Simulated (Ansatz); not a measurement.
## ZrZn (Pm-3m): phonons and vibrational spectra

Aim: the vibrations of ZrZn (Pm-3m), their spectra, and whether the structure is stable.

Calculated with Ansatz 0.2.0; DFT PBEsol, scalar-relativistic, plane waves, PAW; PAW set soft_1.

### 1. The starting structure

Symmetry: Pm-3m, No. 221, cubic system. The conventional cell has a = 3.336 Å, b = 3.336 Å, c = 3.336 Å, α = 90.00°, β = 90.00°, γ = 90.00°. Nearest to Zr lie 8 Zn at 2.89 Å. Nearest to Zn lie 8 Zr at 2.89 Å. Farther neighbours are not listed.

### 2. Relaxation

The cell and atoms are relaxed, since residual forces and stress would shift the frequencies.

input.yaml reads:

```yaml
crystal:
  lattice:
    - [3.336, 0.0, 0.0]
    - [0.0, 3.336, 0.0]
    - [0.0, 0.0, 3.336]
  atoms:
    - { symbol: Zr, position: [0.5, 0.5, 0.5] }
    - { symbol: Zn, position: [0.0, 0.0, 0.0] }
kpoints:
  mp_grid: { grid: [12, 12, 12] }
hamiltonian:
  xc: pbesol
  pseudopotentials: { kind: paw, azcp: { folder: soft_1 }, xc_functional: pbe }
scf:
  occupations: { method: gaussian, width: 0.1 }
output:
  forces: true
  stress: true
  eigenvalues: true
relax:
  adjacent_minimum: "off"
  f_tol: 0.005
  max_steps: 80
  cell: { stress_tol: 0.05 }
```

Command:

```console
> ansatz run input.yaml --threads 4 --pin off --max-ram 10240MiB --backend cpu --events-out ev --progress --plain --runs-dir out
```

Numbers of over 12 decimals in the logs are rounded to 6 here.

The program printed:

```text
Engine: ansatz 0.2.0, aarch64-unknown-linux-gnu
Pseudopotentials: kind: paw
Pseudopotential: Zr, paw, valence charge 12, recommended cutoff 420 eV (normal), soft_1/Zr.paw.azcp
Pseudopotential: Zn, paw, valence charge 12, recommended cutoff 420 eV (normal), soft_1/Zn.paw.azcp
Functional definition: PBEsol
  exchange = pbesol_x
  correlation = pbesol_c
Crystal: 2 atoms, lattice volume = 37.126 Å³
Basis set: ecut = 420 eV, 739 PW (Γ), exchange–correlation on 48×48×48 points (8 copies of the dense FFT grid, shifted against one another)
Bands: 16, of which v1, the nominal top of the filled ones, is band 12 counted from 1 (11 counted from 0)
Symmetry: 48 space group operations
Space group: Pm-3m (ITA 221), of the structure as read, at distance tolerance 3.3e-5 Å
k-points: 84 of 1728
Non-local potential: Zr, projectors of the file, l = 0: 3, l = 1: 2, l = 2: 2, l = 3: 1
Non-local potential: Zn, projectors of the file, l = 0: 2, l = 1: 2, l = 2: 3, l = 3: 1
PAW form: soft (Blöchl's): semilocal exchange-correlation on the pseudo side does not see the compensation charge
PAW frozen core: Zr, regenerated for the run's functional, and the local potential with it (the file was generated under x = pbe(κ = 0.804, μ = 0.219515), c = pbe(β = 0.066725))
PAW frozen core: Zn, regenerated for the run's functional, and the local potential with it (the file was generated under x = pbe(κ = 0.804, μ = 0.219515), c = pbe(β = 0.066725))
PAW one-centre angular grid: Zr, 590 points (default); XC on 64 Gauss nodes
PAW one-centre angular grid: Zn, 590 points (default); XC on 64 Gauss nodes
Initial density: superposition of atomic densities (chi_scale 0.1, normalization cell, long waves kept (reshape's long-wave potential 0.00 eV rms))
Initial wavefunctions: pseudopotential atomic-orbital guess
Functional: x = pbesol(κ = 0.804, μ = 0.123457), c = pbesol(β = 0.046)
SCF iter   1: F=—  HF=-7411.081913 eV  |F-HF|=—  |Δ(HF+E_count)|=         —  Δρ=1.19e-1  dr2=4.14e0  ethr=3.10e-3  ⟨swp⟩=5.4  Hψ=7179  notcnv=0
preconditioner: auto → none  [metal: Δε(μ)=0.081 eV  Ē_g=12.525 eV  σ=0.100 eV  W_gap=0.39  n_scr=6 (ndim 8)  ℏωp=28.6 eV  f_vac=0.000  D(μ)=0.50/eV (n_scr^D=0)  sad-step TF]
SCF iter   2: F=—  HF=-7410.417859 eV  |F-HF|=—  |Δ(HF+E_count)|=   6.64e-1  Δρ=4.65e-2  dr2=9.34e-1  ethr=3.10e-3  ⟨swp⟩=2.0  Hψ=2991  notcnv=0
SCF iter   3: F=—  HF=-7410.162806 eV  |F-HF|=—  |Δ(HF+E_count)|=   2.55e-1  Δρ=1.32e-2  dr2=5.58e-2  ethr=3.10e-3  ⟨swp⟩=2.7  Hψ=2724  notcnv=0
SCF iter   4: F=—  HF=-7410.148984 eV  |F-HF|=—  |Δ(HF+E_count)|=   1.38e-2  Δρ=1.83e-3  dr2=6.58e-4  ethr=2.33e-4  ⟨swp⟩=2.0  Hψ=2869  notcnv=0
SCF iter   5: F=—  HF=-7410.150196 eV  |F-HF|=—  |Δ(HF+E_count)|=   1.21e-3  Δρ=1.89e-3  dr2=9.68e-4  ethr=2.74e-6  ⟨swp⟩=2.0  Hψ=2035  notcnv=0
SCF iter   6: F=—  HF=-7410.149995 eV  |F-HF|=—  |Δ(HF+E_count)|=   2.01e-4  Δρ=6.60e-4  dr2=1.06e-4  ethr=2.74e-6  ⟨swp⟩=2.2  Hψ=1965  notcnv=0
SCF iter   7: F=—  HF=-7410.149966 eV  |F-HF|=—  |Δ(HF+E_count)|=   2.89e-5  Δρ=2.45e-5  dr2=1.05e-7  ethr=4.44e-7  ⟨swp⟩=2.0  Hψ=1809  notcnv=0
SCF iter   8: F=—  HF=-7410.149962 eV  |F-HF|=—  |Δ(HF+E_count)|=   4.02e-6  Δρ=1.39e-5  dr2=7.25e-8  ethr=4.17e-10  ⟨swp⟩=6.0  Hψ=6438  notcnv=0
SCF iter   9: F=-7410.149962 eV  HF=-7410.149962 eV  |F-HF|=4.76e-9  |Δ(HF+E_count)|=   1.86e-8  Δρ=4.25e-6  dr2=5.30e-9  ethr=3.02e-10  ⟨swp⟩=2.4  Hψ=4626  notcnv=0
SCF 1 converged in 9 iterations: F = -7410.149962 eV  dr2 = 5.30e-9
  greatest PAW one-centre occupation: 0.995 electrons in one spin orbital (limit 2), on the Zr atom at site 0 (counted from 0), in its partial waves of l = 0
relax step   1: F+E_penalty+E_count = -7410.14996209 eV  Δ(F+E_penalty+E_count) = +0.000e0 eV  max|allowed force component| = 1.611e-30 eV/Å  Δτ_max = 0.0000 Å  P = -4.266 GPa  Ω = 37.126 Å³  (9 SCF iters, dr2 threshold 1.00e-7 eV, accepted)
Crystal: 2 atoms, lattice volume = 33.811 Å³
Basis set: ecut = 420 eV, 691 PW (Γ), exchange–correlation on 48×48×48 points (8 copies of the dense FFT grid, shifted against one another)
Initial density: handed on by an earlier stage of this run
Initial wavefunctions: those handed on with the density
iter 1 solved again at ethr=2.25e-4 eV; its pass at ethr=3.10e-3 eV (dr2=5.39e-2 eV) is discarded
SCF iter   1: F=—  HF=-7410.144351 eV  |F-HF|=—  |Δ(HF+E_count)|=         —  Δρ=1.36e-2  dr2=5.46e-2  ethr=2.25e-4  ⟨swp⟩=1.0  Hψ=8818  notcnv=0
preconditioner: auto → none  [insulator: Δε(μ)=0.155 eV  Ē_g=13.953 eV  σ=0.100 eV  W_gap=0.64  n_scr=6 (ndim 8)  ℏωp=30.0 eV  f_vac=0.000  D(μ)=0.37/eV (n_scr^D=0)  ε∞_Penn≈5.6]
SCF iter   2: F=—  HF=-7410.141211 eV  |F-HF|=—  |Δ(HF+E_count)|=   3.14e-3  Δρ=1.31e-2  dr2=3.42e-2  ethr=2.25e-4  ⟨swp⟩=2.0  Hψ=2347  notcnv=0
SCF iter   3: F=—  HF=-7410.129560 eV  |F-HF|=—  |Δ(HF+E_count)|=   1.17e-2  Δρ=1.14e-3  dr2=2.27e-4  ethr=1.42e-4  ⟨swp⟩=2.0  Hψ=2915  notcnv=0
SCF iter   4: F=—  HF=-7410.129660 eV  |F-HF|=—  |Δ(HF+E_count)|=   1.00e-4  Δρ=6.28e-4  dr2=4.01e-5  ethr=9.46e-7  ⟨swp⟩=2.0  Hψ=2349  notcnv=0
SCF iter   5: F=—  HF=-7410.129722 eV  |F-HF|=—  |Δ(HF+E_count)|=   6.20e-5  Δρ=3.07e-4  dr2=3.54e-5  ethr=1.67e-7  ⟨swp⟩=2.0  Hψ=2018  notcnv=0
SCF iter   6: F=—  HF=-7410.129715 eV  |F-HF|=—  |Δ(HF+E_count)|=   7.60e-6  Δρ=6.59e-5  dr2=9.58e-7  ethr=1.48e-7  ⟨swp⟩=2.1  Hψ=1694  notcnv=0
SCF iter   7: F=-7410.129714 eV  HF=-7410.129714 eV  |F-HF|=4.67e-10  |Δ(HF+E_count)|=   2.15e-7  Δρ=2.12e-6  dr2=1.05e-9  ethr=8.33e-10  ⟨swp⟩=5.6  Hψ=6276  notcnv=0
SCF 2 converged in 7 iterations: F = -7410.129714 eV  dr2 = 1.05e-9
relax step   2: F+E_penalty+E_count = -7410.12971435 eV  Δ(F+E_penalty+E_count) = +2.025e-2 eV  max|allowed force component| = 9.721e-30 eV/Å  Δτ_max = 0.0000 Å  P = +7.224 GPa  Ω = 33.811 Å³  energy of the carried Pulay correction = +7.763e-4 eV  (7 SCF iters, dr2 threshold 2.00e-7 eV, rejected (line search))
Crystal: 2 atoms, lattice volume = 35.822 Å³
iter 1 solved again at ethr=9.31e-5 eV; its pass at ethr=3.10e-3 eV (dr2=2.23e-2 eV) is discarded
SCF iter   1: F=—  HF=-7410.176005 eV  |F-HF|=—  |Δ(HF+E_count)|=         —  Δρ=8.24e-3  dr2=2.24e-2  ethr=9.31e-5  ⟨swp⟩=1.0  Hψ=9272  notcnv=0
preconditioner: auto → none  [insulator: Δε(μ)=0.127 eV  Ē_g=14.007 eV  σ=0.100 eV  W_gap=0.63  n_scr=6 (ndim 8)  ℏωp=29.1 eV  f_vac=0.000  D(μ)=0.24/eV (n_scr^D=0)  ε∞_Penn≈5.3]
SCF iter   2: F=—  HF=-7410.174148 eV  |F-HF|=—  |Δ(HF+E_count)|=   1.86e-3  Δρ=7.95e-3  dr2=1.36e-2  ethr=9.31e-5  ⟨swp⟩=2.0  Hψ=2319  notcnv=0
SCF iter   3: F=—  HF=-7410.169692 eV  |F-HF|=—  |Δ(HF+E_count)|=   4.46e-3  Δρ=6.84e-4  dr2=1.28e-4  ethr=5.67e-5  ⟨swp⟩=2.0  Hψ=2547  notcnv=0
SCF iter   4: F=—  HF=-7410.169724 eV  |F-HF|=—  |Δ(HF+E_count)|=   3.24e-5  Δρ=5.01e-4  dr2=3.12e-5  ethr=5.32e-7  ⟨swp⟩=2.0  Hψ=2017  notcnv=0
SCF iter   5: F=—  HF=-7410.169740 eV  |F-HF|=—  |Δ(HF+E_count)|=   1.55e-5  Δρ=1.95e-4  dr2=1.27e-5  ethr=1.30e-7  ⟨swp⟩=2.0  Hψ=1925  notcnv=0
SCF iter   6: F=—  HF=-7410.169738 eV  |F-HF|=—  |Δ(HF+E_count)|=   1.50e-6  Δρ=2.04e-5  dr2=6.29e-8  ethr=5.30e-8  ⟨swp⟩=2.9  Hψ=2230  notcnv=0
SCF iter   7: F=—  HF=-7410.169737 eV  |F-HF|=—  |Δ(HF+E_count)|=   1.14e-6  Δρ=1.31e-6  dr2=1.84e-10  ethr=2.62e-10  ⟨swp⟩=2.0  Hψ=1900  notcnv=0
SCF iter   8: F=-7410.169737 eV  HF=-7410.169737 eV  |F-HF|=0.00e0  |Δ(HF+E_count)|=  8.00e-11  Δρ=1.02e-7  dr2=2.33e-12  ethr=1.00e-12  ⟨swp⟩=6.1  Hψ=6206  notcnv=0
SCF 3 converged in 8 iterations: F = -7410.169737 eV  dr2 = 2.33e-12
relax step   3: F+E_penalty+E_count = -7410.16973719 eV  Δ(F+E_penalty+E_count) = -1.978e-2 eV  max|allowed force component| = 4.577e-30 eV/Å  Δτ_max = 0.0000 Å  P = -0.397 GPa  Ω = 35.822 Å³  energy of the carried Pulay correction = +2.969e-4 eV  (8 SCF iters, accepted)
[...]
relax step   4: F+E_penalty+E_count = -7410.16991647 eV  Δ(F+E_penalty+E_count) = -1.793e-4 eV  max|allowed force component| = 7.889e-31 eV/Å  Δτ_max = 0.0000 Å  P = +0.027 GPa  Ω = 35.693 Å³  energy of the carried Pulay correction = +3.268e-4 eV  (4 SCF iters, dr2 threshold 2.00e-7 eV, accepted)
Initial wavefunctions: pseudopotential atomic-orbital guess (no wavefunctions were taken with the density)
iter 1 solved again at ethr=6.18e-8 eV; its pass at ethr=3.10e-3 eV (dr2=1.48e-5 eV) is discarded
SCF iter   1: F=—  HF=-7410.169581 eV  |F-HF|=—  |Δ(HF+E_count)|=         —  Δρ=5.14e-5  dr2=3.34e-7  ethr=6.18e-8  ⟨swp⟩=3.0  Hψ=11309  notcnv=0
preconditioner: auto → none  [insulator: Δε(μ)=0.105 eV  Ē_g=13.905 eV  σ=0.100 eV  W_gap=0.53  n_scr=6 (ndim 8)  ℏωp=29.2 eV  f_vac=0.000  D(μ)=0.27/eV (n_scr^D=0)  ε∞_Penn≈5.4]
SCF iter   2: F=—  HF=-7410.169577 eV  |F-HF|=—  |Δ(HF+E_count)|=   4.20e-6  Δρ=1.02e-4  dr2=1.82e-6  ethr=1.39e-9  ⟨swp⟩=2.0  Hψ=2010  notcnv=0
SCF iter   3: F=—  HF=-7410.169577 eV  |F-HF|=—  |Δ(HF+E_count)|=   4.55e-8  Δρ=4.87e-5  dr2=6.80e-7  ethr=1.39e-9  ⟨swp⟩=2.0  Hψ=2020  notcnv=0
SCF iter   4: F=—  HF=-7410.169576 eV  |F-HF|=—  |Δ(HF+E_count)|=   3.21e-7  Δρ=6.26e-6  dr2=1.00e-8  ethr=1.39e-9  ⟨swp⟩=2.0  Hψ=2018  notcnv=0
SCF iter   5: F=—  HF=-7410.169576 eV  |F-HF|=—  |Δ(HF+E_count)|=   1.95e-9  Δρ=1.61e-6  dr2=3.68e-10  ethr=4.18e-11  ⟨swp⟩=2.9  Hψ=2239  notcnv=0
SCF iter   6: F=-7410.169576 eV  HF=-7410.169576 eV  |F-HF|=9.09e-13  |Δ(HF+E_count)|=  2.73e-11  Δρ=1.63e-7  dr2=3.81e-12  ethr=1.00e-12  ⟨swp⟩=3.9  Hψ=6427  notcnv=0
SCF 5 converged in 6 iterations: F = -7410.169576 eV  dr2 = 3.81e-12
relax step   5: F+E_penalty+E_count = -7410.16957641 eV  Δ(F+E_penalty+E_count) = +3.401e-4 eV  max|allowed force component| = 2.367e-30 eV/Å  Δτ_max = 0.0000 Å  P = +0.028 GPa  Ω = 35.693 Å³  stress off target by 2.79e-2 GPa  SCF on the basis re-selected at this cell (its energy is not comparable with the rows above)  (6 SCF iters)
basis re-selected at this cell: Δ(F+E_penalty+E_count) = +3.401e-4 eV, ΔP = +0.001 GPa vs the last step (what re-selecting the basis moved, of the pressure what is left beyond the Pulay correction that the steps carried, after the strain that the cell walked since its last selection, with what the two solves' SCF thresholds leave and, on support functions, any second-order correction that the steps lacked; it is no m [...]
SCF converged after 6 iterations
Free energy (F): -7410.169576 eV
Harris-Foulkes:  -7410.169576 eV  (|F-HF|=9.09e-13)
Internal energy: -7410.168240 eV  (E = F + TS)
E sigma→0 (E₀):  -7410.168908 eV
Entropy (-TS):   -0.001336 eV (-0.668 meV/atom)
Fermi energy:    13.632499 eV
--- Per-component energies (eV) ---
  E_band       = -17.499386
  E_kinetic    = 466.015076
  E_local      = -2325.260976  (includes V_loc(G=0)·N_el)
  E_nonlocal   = 891.680363
  E_hartree    = 847.742457
  E_xc         = -232.898732
  E_vxc        = -235.671551  (∫ρ·V_xc dr)
  E_paw        = -4766.513004  (= ΣΔE_a)
  E_vpaw       = -509.746937  (= ΣTr[D̂ρ^β])
  E_aug_tail   = -0.000276  (compensation charges beyond the density's cutoff)
  E_ewald      = -2291.896224
  E_core_change = 0.963077  (= ΣΔE_core)
  E_smearing   = -0.001336  (= −TS)
  E_closure    = 0.000000  (closes the sum)
  Σ components = -7410.169576   (vs F -7410.169576, Δ=0.00e0)
--- Forces (eV/Å), atoms counted from 1 ---
  atom   1  Zr    -0.00000000    -0.00000000    -0.00000000
  atom   2  Zn    -0.00000000    -0.00000000     0.00000000
  max |Σ_I F_I| component: 4.73e-30 eV/Å
--- Stress (GPa, compression-positive) ---
        0.027925      -0.000000       0.000000
       -0.000000       0.027925       0.000000
        0.000000       0.000000       0.027925
  P = ⅓ Tr σ = 0.0279 GPa (0.279 kbar)
--- Band table (eV; the first three rows and the last of 84) ---
  k-point 0: bands = [... 8 lower, 6.6291, 6.6291, 12.6896, 12.6896, 17.2241, 17.2241, 17.2241, 19.2284]
  k-point 1: bands = [... 8 lower, 6.6261, 6.6321, 12.7049, 12.7099, 16.7773, 16.7773, 17.2271, 18.8077]
  k-point 2: bands = [... 8 lower, 6.6179, 6.6403, 12.6759, 12.7481, 16.0091, 16.0091, 17.2356, 18.0452]
  k-point 83: bands = [... 8 lower, 6.8704, 10.7636, 10.7636, 10.7636, 14.0705, 18.7813, 18.7813, 19.6585]
--- Relaxed structure (4 steps of the walk, 3 accepted, 1 SCFs on fresh bases) ---
  F+E_penalty+E_count = -7410.16957641 eV   max|allowed force component| = 2.367e-30 eV/Å   (the final SCF, on the basis selected at the relaxed cell)
  cell:  # Å, volume = 35.6934 Å³
    - [3.292526, 0, 0]
    - [0, 3.292526, 0]
    - [0, 0, 3.292526]
  atoms:
    - { symbol: Zr, position: [0.5, 0.5, 0.5] }
    - { symbol: Zn, position: [0, 0, 0] }
```

Wall time 4 s (4 threads of Arm Neoverse V2, shared host); peak memory 0.37 GiB; 14 s of CPU time.

The steps of the relaxation:

```csv
step,energy less that of the first step (eV),largest force component (eV/Å),pressure (GPa),volume (Å³)
1,0.0000,0.0000,-4.27,37.13
2,0.0202,0.0000,7.22,33.81
3,-0.0198,0.0000,-0.40,35.82
4,-0.0200,0.0000,0.03,35.69
5*,-0.0196,0.0000,0.03,35.69
```

Relaxation steps marked * repeat the geometry before them on a plane-wave basis chosen anew for their cell, so energy and pressure can jump there. Relaxation step 2 was tried and not accepted.

Forces are held to the 48 operations that the run works with; a distortion that breaks them can't arise in this run.

```csv
"conventional cell, symmetrised",before,after,change
a (Å),3.336,3.293,-1.3 %
b (Å),3.336,3.293,-1.3 %
c (Å),3.336,3.293,-1.3 %
volume (Å³/atom),18.56,17.85,-3.9 %
```

Final coordinates:

```
Zr Zn
1.0
     3.29253    0.00000    0.00000
     0.00000    3.29253    0.00000
     0.00000    0.00000    3.29253
Zr Zn
1 1
Direct
  0.50000 0.50000 0.50000
  0.00000 0.00000 0.00000
```

Numbers from this step:

```
pressure          : 0.02792 GPa
volume per atom   : 17.85 Å³
gap on the k-mesh : 0 eV
```

In this step the volume went from 18.56 to 17.85 Å³/atom.

### 3. Relaxing to small forces for the phonons

Phonons need a cell at rest on their own settings, so the relaxation is repeated with tight tolerances on forces and stress, using the mesh and the filling of the phonon run that follows.

input.yaml, the sections that differ from step 2:

```yaml
crystal:
  lattice:
    - [3.2925263437, 0.0, 0.0]
    - [0.0, 3.2925263437, 0.0]
    - [0.0, 0.0, 3.2925263437]
  atoms:
    - { symbol: Zr, position: [0.5, 0.5, 0.5] }
    - { symbol: Zn, position: [0.0, 0.0, 0.0] }
scf:
  occupations: { method: methfessel_paxton, width: 0.2 }
relax:
  adjacent_minimum: "off"
  f_tol: 0.001
  max_steps: 60
  cell: { stress_tol: 0.01 }
# kpoints, hamiltonian, output: as in step 2
```

The program printed:

```text
[...]
Crystal: 2 atoms, lattice volume = 35.693 Å³
Basis set: ecut = 420 eV, 739 PW (Γ), exchange–correlation on 48×48×48 points (8 copies of the dense FFT grid, shifted against one another)
Bands: 16, of which v1, the nominal top of the filled ones, is band 12 counted from 1 (11 counted from 0)
Symmetry: 48 space group operations
[...]
k-points: 84 of 1728
[...]
k-point 83: bands = [... 8 lower, 6.8709, 10.7634, 10.7634, 10.7634, 14.0709, 18.7803, 18.7803, 19.6583]
--- Relaxed structure (1 steps of the walk, 1 accepted, 1 SCFs on fresh bases) ---
[...]
cell:  # Å, volume = 35.6934 Å³
    - [3.2925263437, 0.0, 0.0]
    - [0.0, 3.2925263437, 0.0]
    - [0.0, 0.0, 3.2925263437]
  atoms:
    - { symbol: Zr, position: [0.5, 0.5, 0.5] }
    - { symbol: Zn, position: [0.0, 0.0, 0.0] }
[key lines of the parts left out:]
SCF converged after 5 iterations
Free energy (F): -7410.167361 eV
Fermi energy:    13.620443 eV
P = ⅓ Tr σ = 0.0095 GPa (0.095 kbar)
```

Run time: 1.7 s. Hardware: 4 threads; peak memory 0.37 GiB.

Little changed from the start: no atom moved by 0.005 Å and no cell edge by 0.1 %.

This step gave:

* pressure: 0.009465 GPa

The forces vanish by symmetry and the pressure is 0.009 GPa, within the tolerances set. The cell now holds 17.85 Å³/atom.

### 4. Linear response at the zone centre

The zone centre comes first: it holds the modes that light can see, as far as symmetry allows. No field response is asked, since the mesh shows no gap.

input.yaml: that of step 3 with these lines changed.

```diff
@@ -16,9 +16,4 @@
 output:
-  forces: true
-  stress: true
   eigenvalues: true
-relax:
-  adjacent_minimum: "off"
-  f_tol: 0.001
-  max_steps: 60
-  cell: { stress_tol: 0.01 }
+phonons:
+  method: dfpt
```

The program printed:

```text
[...]
Crystal: 2 atoms, lattice volume = 35.693 Å³
Basis set: ecut = 420 eV, 739 PW (Γ), exchange–correlation on 48×48×48 points (8 copies of the dense FFT grid, shifted against one another)
Bands: 16, of which v1, the nominal top of the filled ones, is band 12 counted from 1 (11 counted from 0)
Symmetry: 48 space group operations
k-points: 196 of 1728 (irreducible under 8 space group operations, time reversal used)
[...]
SCF iter   1: F=—  HF=-7411.151574 eV  |F-HF|=—  |Δ(HF+E_count)|=         —  Δρ=1.26e-1  dr2=4.43e0  ethr=3.10e-3  ⟨swp⟩=5.1  Hψ=16919  notcnv=0
[...]
SCF iter  10: F=-7410.167361 eV  HF=-7410.167361 eV  |F-HF|=4.55e-12  |Δ(HF+E_count)|=  5.45e-10  S|Δr|=    0.00e0  Δρ=1.08e-7  dr2=2.89e-12  ethr=1.00e-12  ⟨swp⟩=4.9  Hψ=15978  notcnv=0
SCF 1 converged in 10 iterations: F = -7410.167361 eV  dr2 = 2.89e-12
[...]
DFPT response loops at Γ: preconditioner auto → Kerker (q_TF=auto, 2.554 Å⁻¹) (partly filled bands, converged f_vac=0.000); β = 1.00, the filter's whole step (`scf.mixing.beta` (0.50) is not read by the response loops under this deck's `scf.mixing.preconditioner`; to damp them name `kerker` or `kerker_dos`, under which they read `scf.mixing.beta`, and type it under 1.00, their step now; both keys bind the ground state too); Broyden in place of MSR1
SCF converged after 10 iterations
[...]
Free energy (F): -7410.167361 eV
[...]
Internal energy: -7410.172765 eV  (E = F + TS)
E sigma→0 (E₀):  -7410.168712 eV
Entropy (-TS):   0.005404 eV (2.702 meV/atom)
Fermi energy:    13.620443 eV
[...]
--- Band table (eV; the first three rows and the last of 196) ---
  k-point 0: bands = [... 8 lower, 6.6295, 6.6295, 12.6891, 12.6891, 17.2232, 17.2232, 17.2232, 19.2285]
  k-point 1: bands = [... 8 lower, 6.6265, 6.6325, 12.7044, 12.7094, 16.7766, 16.7766, 17.2263, 18.8078]
  k-point 2: bands = [... 8 lower, 6.6183, 6.6407, 12.6755, 12.7475, 16.0085, 16.0085, 17.2347, 18.0451]
  k-point 195: bands = [... 8 lower, 6.8709, 10.7634, 10.7634, 10.7634, 14.0709, 18.7803, 18.7803, 19.6583]
--- Phonons (Γ-DFPT): 2 representative perturbations + reference, on 196 of 1728 k-points (Σ response iterations 7) ---
  k mesh reduced under 8 symmetry operations, with k and −k counted as one. Each operation leaves every solved perturbation unchanged. A smaller set is not used because it would not reduce the number of displacements times k-points to solve
  ASR residual: 9.286e-5 → 0.000e0 eV/Å²; symmetrization residual: 6.880e-6 eV/Å²
  ASR residual per site (eV/Å²): 1.43e-5 9.29e-5
  Γ frequencies (cm⁻¹): 0.00 0.00 0.00 179.61 179.61 179.61
  non-analytic LO–TO correction: not included (Born effective charges unavailable; polar crystals: no LO–TO splitting at Γ)
```

It took 7.7 s on 4 threads; peak memory 0.66 GiB.

Reading the cycles: dr2 is the Hartree energy of the density residual (eV), the measure of convergence; HF is the Harris–Foulkes estimate of the energy, which meets the free energy F at convergence.

This step gave:

| Item | Value |
| --- | --- |
| sum-rule residual before enforcement | 9.29e-5 eV/Å² |
| point group | m-3m |
| highest optical mode at the zone centre (no LO-TO term) | 179.6 cm⁻¹ |
| lowest optical zone-centre mode | 179.6 cm⁻¹ |

Patterns of degenerate modes are one choice out of their space. Modes at Γ, with each element's share of the kinetic energy:

```csv
mode,frequency (cm⁻¹),symmetry,Zr %,Zn %
1,0.0,acoustic,58,42
2,0.0,acoustic,58,42
3,0.0,acoustic,58,42
4,179.6,T1u,42,58
5,179.6,T1u,42,58
6,179.6,T1u,42,58
```

Displacements in mode 5 (179.6 cm⁻¹), the largest set to 1:
```
Zr1 -0.72  0.00 -0.09
Zn2  1.00  0.00  0.12
```

Before it was imposed, the acoustic sum rule was missed by 9.3e-5 eV/Å². Small misses are needed for a sound result but don't prove that mesh and cutoff are converged. The lowest optical mode is real, 180 cm⁻¹.

(Continued in part 2 of 2.)

[Logs are printed without paths, hosts, clocks, repeated set-up lines and the standing remarks that a program may print on its own settings, such as how far it seeks lower states.]

[Hosts, paths, dates, database ids (printed as entryN), source tags and the programs' standing remarks are cut or masked in the printed files.]
